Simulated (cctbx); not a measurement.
## Diagnosing a refinement

Cell a = 4.1340 Å, b = 4.1340 Å, c = 29.6410 Å, α = 90.00°, β = 90.00°, γ = 120.00°; space group R3m (no. 160). The compound is InGaFeS4.

Simulated single-crystal data (cctbx): Mo Kα, λ = 0.71073 Å, to d = 0.75 Å, 70 % of the full sphere, strongest reflection 70000 counts, noise from counting, a 6 % proportional error and a noise floor of 4 counts (s.d.); no absorption, and some extinction, which the refinements don't model.

An anisotropic refinement with weights 1/σ² prints:

```text
Rint 0.037, 79 unique reflections to 1.32 A
cycle     R1     wR2    GooF  max shift (A)
   1  0.0193  0.0452   1.232   0.02084
   6  0.0168  0.0374   1.020   0.00023
final R1 0.0168 wR2 0.0374 GooF 1.020  parameters 21  data/parameter 3.8
atom        x        y        z      Ueq    occ   su(xyz)  su(Uiso or U11)
In1    0.00000  0.00000  0.00061   0.0065  1.000  0.00024  0.0011
Ga1    0.00000  0.00000  0.21017   0.0128  1.000  0.00023  0.0037
Fe1    0.66667  0.33333  0.11957   0.0021  1.000  0.00025  0.0046  NPD
S1     0.00000  0.00000  0.28716  -0.0022  1.000  0.00073  0.0069  NPD
S2     0.66667  0.33333  0.03679   0.0141  1.000  0.00111  0.0067
S3     0.00000  0.00000  0.13236   0.0023  1.000  0.00035  0.0064  NPD
S4     0.66667  0.33333  0.20396   0.0162  1.000  0.00056  0.0080
difference map: max 0.19 min -0.35 rms 0.08
Q1    0.9888  0.4944  0.0004    9    0.20  1.58 A from S2
Q2    0.9849  0.4925  0.2188    9    0.18  1.22 A from S4
Q3    0.0000  0.5000  0.7778    9    0.17  1.35 A from S3
Q4    0.0000  0.3333  0.2333   18    0.15  1.54 A from Ga1
Q5    0.0000  0.3333  0.1000   18    0.15  1.50 A from Fe1
Q6    0.0198  0.5099  0.9068    9    0.15  1.43 A from Ga1
```

Q: Accept it or mend it, and why?

Mend it. The fault: data cut at low resolution. Against the right model at the same level, R1 goes from 0.0165 to 0.0168 and GooF from 0.95 to 1.02 and Fe1, S1 and S3 go non-positive-definite. The atoms are right, but there are too few data for the parameters: R1 flatters and the s.u.s grow. Data per parameter fall from 16.3 to 3.8.

The compound is InGaFeS4. The right model at the same level gives:

```text
Rint 0.041, 343 unique reflections to 0.75 A
cycle     R1     wR2    GooF  max shift (A)
   1  0.0182  0.0419   1.074   0.00845
   2  0.0165  0.0372   0.953   0.00005
final R1 0.0165 wR2 0.0372 GooF 0.953  parameters 21  data/parameter 16.3
atom        x        y        z      Ueq    occ   su(xyz)  su(Uiso or U11)
In1    0.00000  0.00000  0.00043   0.0050  1.000  0.00002  0.0001
Ga1    0.00000  0.00000  0.21023   0.0064  1.000  0.00003  0.0003
Fe1    0.66667  0.33333  0.11965   0.0089  1.000  0.00004  0.0004
S1     0.00000  0.00000  0.28816   0.0078  1.000  0.00008  0.0004
S2     0.66667  0.33333  0.03770   0.0058  1.000  0.00006  0.0004
S3     0.00000  0.00000  0.13208   0.0069  1.000  0.00007  0.0006
S4     0.66667  0.33333  0.20358   0.0045  1.000  0.00008  0.0007
Flack x: 0.075(17)
Hooft y: 0.069(20)  Bijvoet pairs: 167
difference map: max 0.41 min -0.68 rms 0.12
Q1    0.1896  0.3791  0.5618    9    0.42  1.27 A from S4
Q2    0.0476  0.5238  0.7716    9    0.38  1.30 A from S3
Q3    0.0066  0.5033  0.1165    9    0.33  1.22 A from Fe1
Q4    0.9933  0.4966  0.0948    9    0.31  1.38 A from Fe1
Q5    0.9810  0.3563  0.0034   18    0.31  1.52 A from In1
Q6    0.0080  0.5040  0.9044    9    0.30  1.42 A from Ga1
```

This is a model crystal, built by substitution and not relaxed, with assumed displacement parameters.

[Middle refinement cycles are left out of these outputs.]

[Logs are printed without paths, hosts, clocks, repeated set-up lines and the standing remarks that a program may print on its own settings, such as how far it seeks lower states.]
